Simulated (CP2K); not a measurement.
Two runs for the S L₂,₃ edge of 2-cyanothiazole. Run A: CP2K XAS_TDP, all-electron GAPW, PBEh(45%), aug-cc-pVDZ, TDA, ZORA, spin–orbit coupling. Run B differs in one setting.

First lines with a strength over 0.0003. A:

```csv
atom,energy (eV),states,"strength, one atom"
S7 (bonded to 2 C),163.88,2,0.0003
,164.47,1,0.0022
,164.76,1,0.0014
,165.09,1,0.0004
,165.55,2,0.0017
```

B:

```csv
atom,energy (eV),states,"strength, one atom"
S7 (bonded to 2 C),166.78,2,0.0003
,167.38,1,0.0021
,167.66,1,0.0014
,168.00,1,0.0004
,168.46,1,0.0017
```

Q: Which was it: the basis, GW2X switched on, the functional?

GW2X switched on. GW2X shifts the lines nearly together; each 2p level gets its own shift. The lowest line over the strength cut lies at 166.78 eV, against 163.88 eV (PBEh(45%), aug-cc-pVDZ).

[Banner, clock and machine lines of the logs are left out without a mark of their own.]

[Logs are printed without paths, hosts, clocks, repeated set-up lines and the standing remarks that a program may print on its own settings, such as how far it seeks lower states.]

[Hosts, paths, dates, database ids (printed as entryN), source tags and the programs' standing remarks are cut or masked in the printed files.]
